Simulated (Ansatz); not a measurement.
# WS2 (Tungstenite): a many-body input that goes wrong, and its mend

Aim: the G0W0 gap of WS2 (Tungstenite). The first input has a fault.

Main program and level: Ansatz 0.2.0; G0W0 on PBE, plane waves, PAW.

## Step 1: Starting point

It takes space group P6_3/mmc (No. 194, hexagonal). Conventional cell: a = 3.153 Å, b = 3.153 Å, c = 12.323 Å, α = 90.00°, β = 90.00°, γ = 120.00°. Nearest to W lie 6 S at 2.40 Å. Nearest to S lie 3 W at 2.40 Å. Farther neighbours and most contacts between anions are not listed.

Coordinates:

```cif
data_structure
_symmetry_space_group_name_H-M 'P 1'
_symmetry_Int_Tables_number 1
_cell_length_a 3.1532
_cell_length_b 3.1532
_cell_length_c 12.3230
_cell_angle_alpha 90.000
_cell_angle_beta 90.000
_cell_angle_gamma 120.000
_cell_volume 106.11
loop_
_atom_site_label
_atom_site_type_symbol
_atom_site_fract_x
_atom_site_fract_y
_atom_site_fract_z
_atom_site_occupancy
W1 W 0.33333 0.66667 0.25000 1
W2 W 0.66667 0.33333 0.75000 1
S3 S 0.33333 0.66667 0.62250 1
S4 S 0.66667 0.33333 0.12250 1
S5 S 0.33333 0.66667 0.87750 1
S6 S 0.66667 0.33333 0.37750 1
```

The cell and positions come from the Crystallography Open Database and are kept as given unless a step says otherwise. Spin-orbit coupling is left out unless a step names it. The default PAW set here is soft_2. Its files were made with PBE.

## Step 2: First try

input.yaml reads:

```yaml
crystal:
  lattice:
    - [3.1532, 0.0, 0.0]
    - [-1.5766, 2.7307513032, 0.0]
    - [0.0, 0.0, 12.323]
  atoms:
    - { symbol: W, position: [0.3333333333, 0.6666666667, 0.25] }
    - { symbol: W, position: [0.6666666667, 0.3333333333, 0.75] }
    - { symbol: S, position: [0.3333333333, 0.6666666667, 0.6225] }
    - { symbol: S, position: [0.6666666667, 0.3333333333, 0.1225] }
    - { symbol: S, position: [0.3333333333, 0.6666666667, 0.8775] }
    - { symbol: S, position: [0.6666666667, 0.3333333333, 0.3775] }
kpoints:
  mp_grid: { grid: [6, 6, 2] }
hamiltonian:
  xc: pbe
scf:
  occupations: { method: fixed }
gw:
  n_empty_bands: 4
  ecut_chi: 40
  qp_bands: [v2, c2]
  qp_kpoints: band_edges
  screening: { model: contour_deformation }
```

Command:

```sh
$ ansatz run input.yaml --threads 2 --pin off --max-ram 92160MiB --backend cuda --events-out ev --progress --plain --runs-dir out --devices 1 --max-vram 13GiB  # rebuilt from the run's record
```

Numbers of over 12 decimals in the logs are rounded to 6 here.

Log:

```text
GPUs: using 1 of 1 available (devices: 1).
Engine: ansatz 0.2.0, x86_64-unknown-linux-gnu
Pseudopotentials: kind: paw
Pseudopotential: W, paw, valence charge 14, recommended cutoff 420 eV (normal), W.paw.azcp
Pseudopotential: S, paw, valence charge 6, recommended cutoff 420 eV (normal), S.paw.azcp
Functional definition: PBE
  parameter kappa = 0.804
  parameter beta = 0.066725
  exchange = pbe_x(kappa = kappa, mu = beta*pi^2/3)
  correlation = pbe_c(beta = beta)
device memory: the entry about to start is reckoned to put 1.1 GiB on a device that reports 61.3 GiB free (of which the cap on the GPU budget leaves the run 13.0 GiB)
GPU FFT provider: cuFFT
GPU libraries: cuBLAS 13.8.2, cuFFT 12.4.0, cuSOLVER 12.3.4
Crystal: 6 atoms, lattice volume = 106.108 Å³
Basis set: ecut = 420 eV, 2057 PW (Γ)
Bands: 32, of which v1, the nominal top of the filled ones, is band 26 counted from 1 (25 counted from 0)
Symmetry: 24 space group operations
Space group: P63/mmc (ITA 194), of the structure as read, at distance tolerance 4.7e-5 Å
k-points: 14 of 72
Non-local potential: W, projectors of the file, l = 0: 3, l = 1: 2, l = 2: 2, l = 3: 1
Non-local potential: S, projectors of the file, l = 0: 2, l = 1: 2, l = 2: 2
PAW form: soft (Blöchl's): semilocal exchange-correlation on the pseudo side does not see the compensation charge
PAW one-centre angular grid: W, 590 points (default); XC on 64 Gauss nodes
PAW one-centre angular grid: S, 110 points (default); XC on 64 Gauss nodes
Initial density: superposition of atomic densities (neutral atoms: chi_scale 0, normalization atom), corrected by the library's trained network
Initial wavefunctions: pseudopotential atomic-orbital guess
GPU buffer pool allocated for 51840 grid points (all kernels)
GPU transforms: local potential and band sums: pruned to the plane-wave sphere, on 24×24×90
Functional: x = pbe(κ = 0.804, μ = 0.219515), c = pbe(β = 0.066725)
SCF iter   1: F=—  HF=-24382.730793 eV  |F-HF|=—  |Δ(HF+E_count)|=         —  Δρ=5.24e-3  dr2=1.40e-2  ethr=1.77e-3  ⟨swp⟩=5.0  Hψ=1824  notcnv=0  defer=34
preconditioner: auto → Resta (q_TF=auto, 2.423 Å⁻¹)  ε∞=7.5  [insulator: Δε(μ)=0.973 eV  Ē_g=8.457 eV  n_scr=26 (ndim 8)  ℏωp=21.6 eV  f_vac=0.016  ε∞_Penn≈7.5]
SCF iter   2: F=—  HF=-24382.735470 eV  |F-HF|=—  |Δ(HF+E_count)|=   4.68e-3  Δρ=2.84e-3  dr2=2.39e-3  ethr=2.69e-5  ⟨swp⟩=2.1  Hψ=765  notcnv=0  defer=54
SCF iter   3: F=—  HF=-24382.739376 eV  |F-HF|=—  |Δ(HF+E_count)|=   3.91e-3  Δρ=1.10e-3  dr2=4.28e-4  ethr=4.59e-6  ⟨swp⟩=2.0  Hψ=668  notcnv=0  defer=54
SCF iter   4: F=—  HF=-24382.740069 eV  |F-HF|=—  |Δ(HF+E_count)|=   6.93e-4  Δρ=7.30e-5  dr2=8.85e-6  ethr=8.23e-7  ⟨swp⟩=2.0  Hψ=707  notcnv=0  defer=54
SCF iter   5: F=—  HF=-24382.740073 eV  |F-HF|=—  |Δ(HF+E_count)|=   3.94e-6  Δρ=1.93e-5  dr2=4.54e-7  ethr=1.70e-8  ⟨swp⟩=2.0  Hψ=653  notcnv=0  defer=7
SCF iter   6: F=-24382.740073 eV  HF=-24382.740073 eV  |F-HF|=3.11e-8  |Δ(HF+E_count)|=   2.32e-7  Δρ=5.46e-6  dr2=4.66e-8  ethr=1.92e-10  ⟨swp⟩=6.0  Hψ=1449  notcnv=0
SCF 1 converged in 6 iterations: F = -24382.740073 eV  dr2 = 4.66e-8
[...]
device memory: the entry about to start is reckoned to put 1.2 GiB (of the 1.3 GiB reckoned in all, the device holds 0.1 GiB already) on a device that reports 61.3 GiB free (of which the cap on the GPU budget leaves the run 12.9 GiB)
NSCF: frozen V_eff on 14 k-points, pencils in batches of 32, up to order 128
[...]
device memory: the entry about to start is reckoned to put 1.1 GiB on a device that reports 61.2 GiB free (of which the cap on the GPU budget leaves the run 13.0 GiB)
NSCF: frozen V_eff on 14 k-points
G₀W₀ screening: q 1/14
[... further progress lines ...]
SCF converged after 6 iterations
Free energy (F): -24382.740073 eV
Harris-Foulkes:  -24382.740073 eV  (|F-HF|=3.11e-8)
Internal energy: -24382.740073 eV  (E = F + TS)
E sigma→0 (E₀):  -24382.740073 eV
[...]
k-point 1: bands = [... 22 lower, 9.5557, 9.5557, 11.4543, 11.4543, 14.0758, 14.0758, 14.0758, 14.0758, ... 2 higher]
  k-point 2: bands = [... 22 lower, 9.4496, 10.3110, 10.5109, 10.9318, 13.3421, 13.7797, 13.9391, 14.0159, ... 2 higher]
  k-point 13: bands = [... 22 lower, 8.6637, 8.6637, 11.1204, 11.1204, 13.0734, 13.0734, 14.3557, 14.3557, ... 2 higher]
--- G₀W₀: contour deformation, 7 samples at zero and on the imaginary axis and 1 off it, 72 q-points, 4 empty bands' worth ---
  eigenvalues of the whole cell's RPA ε∞ on this k-mesh (on a slab, of 1 + 4πα/V) = 3.7659, 10.2688, 10.2688; static W/v taken at q = 0 is 0.098308
  gw.qp_kpoints: band_edges: 14 of 14 stored k-points solved, in 2 passes; an edge of the gap read off the rows below is read off those points alone
  `?` marks the rows in doubt; gw_qp.tsv's column doubts and the gw_qp event give each row's grounds
    ik  band        ε_KS         Σx   Σc(E_QP)       V_xc       Z   E_QP_lin       E_QP  E_QP is
     0    25     10.5463   -18.2760     2.2005   -16.9847  0.7211    11.4354    11.4554  root
     0    26     11.7724   -19.4998     1.8923   -18.8127  0.7489    12.9569    12.9776  root
     0    27     14.0831   -13.7635    -1.4988   -18.4151  0.8261    17.3203    17.2360  root
     0    28     14.0831   -13.7635    -1.4988   -18.4151  0.8261    17.3203    17.2360  root
     1    25     11.4543   -19.2051     2.0623   -18.2106  0.7470    12.5027    12.5221  root
     1    26     11.4543   -19.2051     2.0623   -18.2106  0.7470    12.5027    12.5221  root
     1    27     14.0758   -13.7199    -1.5450   -18.3391  0.8204    17.2093    17.1500  root
     1    28     14.0758   -13.7199    -1.5450   -18.3391  0.8204    17.2093    17.1500  root
     2    25     10.5109   -18.8641     2.2739   -17.5097  0.7214    11.4104    11.4304  root
     2    26     10.9318   -19.1836     2.1476   -18.0464  0.7363    11.9223    11.9423  root
     2    27     13.3421   -13.3133    -2.2771   -17.4887  0.7671    15.3800    15.2404  root ?
     2    28     13.7797   -14.0801    -2.3277   -18.3749  0.7583    15.9187    15.7468  root ?
     3    25     10.8665   -19.2205     2.2352   -17.9488  0.7358    11.8111    11.8302  root
     3    26     10.8665   -19.2205     2.2352   -17.9488  0.7358    11.8111    11.8302  root
     3    27     13.6277   -13.6594    -2.2147   -17.9950  0.7751    15.9297    15.7487  root ?
     3    28     13.6277   -13.6594    -2.2147   -17.9950  0.7751    15.9297    15.7487  root ?
     4    25      9.7324   -18.3868     2.5715   -16.6377  0.7085    10.5333    10.5548  root
     4    26     10.0217   -18.8727     2.5310   -17.2016  0.7164    10.8609    10.8815  root
     4    27     13.4348   -13.6720    -2.6126   -18.0903  0.7527    15.4405    15.2405  root ?
     4    28     13.6931   -15.3102    -2.7444   -19.9742  0.7381    15.7830    15.6128  root ?
[...]
5    27     13.7673   -15.3703    -2.7729   -20.0677  0.7369    15.8697    15.6917  root ?
     5    28     13.7673   -15.3703    -2.7729   -20.0677  0.7369    15.8697    15.6917  root ?
[...]
6    27     14.0980   -16.7293    -3.2377   -21.8792  0.7162    16.2229    16.0102  root ?
     6    28     14.1423   -16.7383    -3.2097   -21.9157  0.7174    16.3277    16.1100  root ?
[...]
7    27     14.1175   -16.7262    -3.2246   -21.8878  0.7169    16.2695    16.0544  root ?
     7    28     14.1175   -16.7262    -3.2246   -21.8878  0.7169    16.2695    16.0544  root ?
[...]
8    27     12.7498   -12.9892    -2.1687   -16.9238  0.7680    14.6517    14.5156  root ?
     8    28     13.6040   -14.1940    -2.4921   -18.6731  0.7548    15.7905    15.5910  root ?
[...]
11    26     10.5261   -18.9505     2.2722   -17.5930  0.7318    11.4222    11.4408  root
[...]
11    28     13.6964   -14.7310    -2.5287   -19.1515  0.7469    15.7494    15.5882  root ?
    12    25     11.0286   -18.6732     1.8877   -17.8364  0.7365    12.0602    12.0795  root
    12    26     11.2359   -19.1662     1.8125   -18.4487  0.7391    12.3117    12.3307  root
    12    27     13.0733   -15.7447    -2.3986   -19.9202  0.7391    15.0120    14.8502  root ?
    12    28     13.0733   -15.7447    -2.3986   -19.9202  0.7391    15.0120    14.8502  root ?
    13    25     11.1204   -18.8566     1.8473   -18.0821  0.7379    12.1740    12.1932  root
    13    26     11.1204   -18.8566     1.8473   -18.0821  0.7379    12.1740    12.1932  root
    13    27     13.0734   -15.7503    -2.3997   -19.9259  0.7390    15.0104    14.8493  root ?
    13    28     13.0734   -15.7503    -2.3997   -19.9259  0.7390    15.0104    14.8493  root ?
[key lines of the parts left out:]
Fermi energy:    11.772355 eV
```

Wall time 7 s (1 × NVIDIA H100 80GB HBM3 (shared by 6 runs) with 2 threads of AMD EPYC 7R13 (Zen 3), shared host); peak memory 1 GiB.

Reading the cycles: dr2 is the Hartree energy of the density residual (eV), the measure of convergence; HF is the Harris–Foulkes estimate of the energy, which meets the free energy F at convergence.

**Diagnosis.**

The run ended normally, though the input holds a fault or crude settings.

The fault: four empty bands in G0W0. The sums over empty states are cut off almost at the gap, so screening and correlation are far from complete.

It printed a gap of 1.54 eV, which is an artefact of the settings.

## Step 3: A better input

Now the one-shot GW correction: screening in the RPA, then the self-energy of the levels asked for.

Changes to input.yaml since step 2:

```diff
@@ -19,4 +19,4 @@
 gw:
-  n_empty_bands: 4
-  ecut_chi: 40
+  n_empty_bands: 316
+  ecut_chi: 120
   qp_bands: [v2, c2]
```

Log:

```text
GPUs: using 1 of 1 available (devices: 1).
[...]
GPU FFT provider: cuFFT
GPU libraries: cuBLAS 13.8.2, cuFFT 12.4.0, cuSOLVER 12.3.4
Crystal: 6 atoms, lattice volume = 106.108 Å³
Basis set: ecut = 420 eV, 2057 PW (Γ)
Bands: 32, of which v1, the nominal top of the filled ones, is band 26 counted from 1 (25 counted from 0)
[... 1 set-up line as in the run before ...]
[...]
k-points: 14 of 72
[...]
GPU buffer pool allocated for 51840 grid points (all kernels)
[...]
SCF iter   1: F=—  HF=-24382.730793 eV  |F-HF|=—  |Δ(HF+E_count)|=         —  Δρ=5.24e-3  dr2=1.40e-2  ethr=1.77e-3  ⟨swp⟩=5.0  Hψ=1824  notcnv=0  defer=34
[...]
SCF iter   6: F=-24382.740073 eV  HF=-24382.740073 eV  |F-HF|=3.11e-8  |Δ(HF+E_count)|=   2.32e-7  Δρ=5.46e-6  dr2=4.66e-8  ethr=1.92e-10  ⟨swp⟩=6.0  Hψ=1449  notcnv=0
SCF 1 converged in 6 iterations: F = -24382.740073 eV  dr2 = 4.66e-8
[...]
0    25     10.5463   -18.2760     1.0484   -16.9847  0.7516    10.3023    10.3033  root
     0    26     11.7724   -19.4998     0.5300   -18.8127  0.7572    11.6151    11.6154  root
     0    27     14.0831   -13.7635    -4.2710   -18.4151  0.7581    14.4662    14.4638  root
     0    28     14.0831   -13.7635    -4.2710   -18.4151  0.7581    14.4662    14.4638  root
     1    25     11.4543   -19.2051     0.7940   -18.2106  0.7575    11.2533    11.2538  root
     1    26     11.4543   -19.2051     0.7940   -18.2106  0.7575    11.2533    11.2538  root
     1    27     14.0758   -13.7199    -4.2469   -18.3391  0.7575    14.4504    14.4481  root
     1    28     14.0758   -13.7199    -4.2469   -18.3391  0.7575    14.4504    14.4481  root
[...]
13    25     11.1204   -18.8566     0.5845   -18.0821  0.7601    10.9300    10.9304  root
    13    26     11.1204   -18.8566     0.5845   -18.0821  0.7601    10.9300    10.9304  root
    13    27     13.0734   -15.7503    -3.8683   -19.9259  0.7584    13.3820    13.3808  root
    13    28     13.0734   -15.7503    -3.8683   -19.9259  0.7584    13.3820    13.3808  root
[key lines of the parts left out:]
SCF converged after 6 iterations
Free energy (F): -24382.740073 eV
Fermi energy:    11.772355 eV
```

It took 17 s on 1 × NVIDIA H100 80GB HBM3 (shared by 6 runs) with 2 threads; peak memory 1.5 GiB; 22 s of CPU time.

This step gave:

* bands summed: 342
* RPA ε∞ on this mesh (eigenvalues): 5.922, 13.98, 13.98
* plane waves in the screening matrix: 317
* q-points in the mesh: 72
* G0W0 gap on the mesh: 1.349 eV
* k of the valence top: 0, 0, 0
* k of the conduction bottom: 0.1667, 0.1667, 0
* starting gap on the mesh: 0.9775 eV
* Z at the valence top: 0.7572
* Z at the conduction bottom: 0.7683
* least direct G0W0 gap on the computed points: 2.318 eV

The gap on the mesh goes from 0.98 eV to 1.35 eV, a correction of +0.37 eV. Between the two edge states, bare exchange in place of the xc potential would open the gap by 4.62 eV, and correlation takes back 4.25 eV.

## Step 4: What came out

| Quantity | Value |
| --- | --- |
| first try | converged after 7 s |
| better run | G0W0 gap on the mesh 1.35 eV (6×6×2 mesh, 316 empty bands, screening to 120 eV) |

**Reading.** The second run differs in: empty bands and screening cutoff (eV). Bands and cutoff are finite, so the gap is not at the basis limit. The miss can reach some tenths of an eV and take either sign; the mesh is an error of its own. The 6×6×2 mesh is coarse for this cell (its supercell is 19 Å along the shortest edge). The RPA ε∞ on it, from the PBE start, is 5.92 and 13.98; such meshes misread the long-range screening, most where the gap is narrow. The many-body steps are scalar-relativistic: spin-orbit coupling is not in them.

[Paths, hosts, dates, memory and timing lines, banners, echoed tables and standing remarks are left out of the program output.]

[Logs are printed without paths, hosts, clocks, repeated set-up lines and the standing remarks that a program may print on its own settings, such as how far it seeks lower states.]

[Runs of the session that timed out or met a known fault of the program may be left out.]

[Cells called generated may have been cut or substituted from an entry of the Crystallography Open Database or the Materials Project.]

[Hosts, paths, dates, database ids (printed as entryN), source tags and the programs' standing remarks are cut or masked in the printed files.]
